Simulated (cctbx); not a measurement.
## MgTaBi3S8: as given, inverted or twinned?

Space group Cm (no. 8), a = 16.4740 Å, b = 5.2880 Å, c = 9.0130 Å, α = 90.00°, β = 107.63°, γ = 90.00°.

```
atom  mult.       x    y       z  Ueq (Å²)
 Bi1      2  0.8112  1/2  0.7315    0.0031
 Bi2      2  0.5981    0  0.6692    0.0025
 Bi3      2  0.8939  1/2  0.3108    0.0023
 Ta1      2  0.7079    0  0.3163    0.0031
  S1      2  0.8694    0  0.3243    0.0054
  S2      2  0.7615    0  0.6358    0.0046
  S3      2  0.6460    0  0.0191    0.0050
  S4      2  0.5597    0  0.3587    0.0049
  S5      2  0.9418  1/2  0.6154    0.0047
  S6      2  0.8422  1/2  0.0107    0.0046
  S7      2  0.7263  1/2  0.3183    0.0053
  S8      2  0.6460  1/2  0.7089    0.0054
 Mg1      2  0.6808  1/2       0    0.0045
```

This is a model crystal, built by substitution and not relaxed, with assumed displacement parameters.

Data sets are simulated with cctbx and refined with Bijvoet mates kept apart; Flack x is then fitted as the share of an inverted twin with the atoms fixed, Hooft y from the Bijvoet differences. The group is acentric but holds improper operations, so there is an absolute structure (orientation) and no hand.

Untwinned crystal. What Flack and Hooft values should come out?

| λ (Å) | extinction (unmodelled) | d min (Å) | top counts | error (%) | model | R1 | Flack x | s.u. | Hooft y | s.u. | pairs |
| --- | --- | --- | --- | --- | --- | --- | --- | --- | --- | --- | --- |
| 0.71073 | 0.3 | 0.77 | 70000 | 3 | as given | 0.0125 | 0.004 | 0.003 | 0.004 | 0.004 | 898 |
| 0.71073 | 0.3 | 0.77 | 70000 | 3 | inverted | 0.0571 | 0.978 | 0.008 | 1.046 | 0.005 | 898 |
| 1.54184 | 0 | 0.83 | 5000 | 4 | as given | 0.0310 | -0.01 | 0.03 | -0.006 | 0.028 | 724 |

With Mo Kα, x is within 3 s.u. of 0, so the absolute structure is right. With Cu Kα, x is within 3 s.u. of 0, so the absolute structure is right. Inverting the model turns x into about 1 − x.

A further crystal gives:

| λ (Å) | extinction (unmodelled) | d min (Å) | top counts | error (%) | model | R1 | Flack x | s.u. | Hooft y | s.u. | pairs |
| --- | --- | --- | --- | --- | --- | --- | --- | --- | --- | --- | --- |
| 0.71073 | 0 | 0.77 | 40000 | 1.5 | as given | 0.0446 | 0.804 | 0.006 | 0.813 | 0.005 | 898 |

**Question.** What is it?

It was simulated as an inversion twin with a fraction 0.8 of the inverted domain. Flack x is over 3 s.u. from both 0 and 1 and reads that fraction.

[Logs are printed without paths, hosts, clocks, repeated set-up lines and the standing remarks that a program may print on its own settings, such as how far it seeks lower states.]
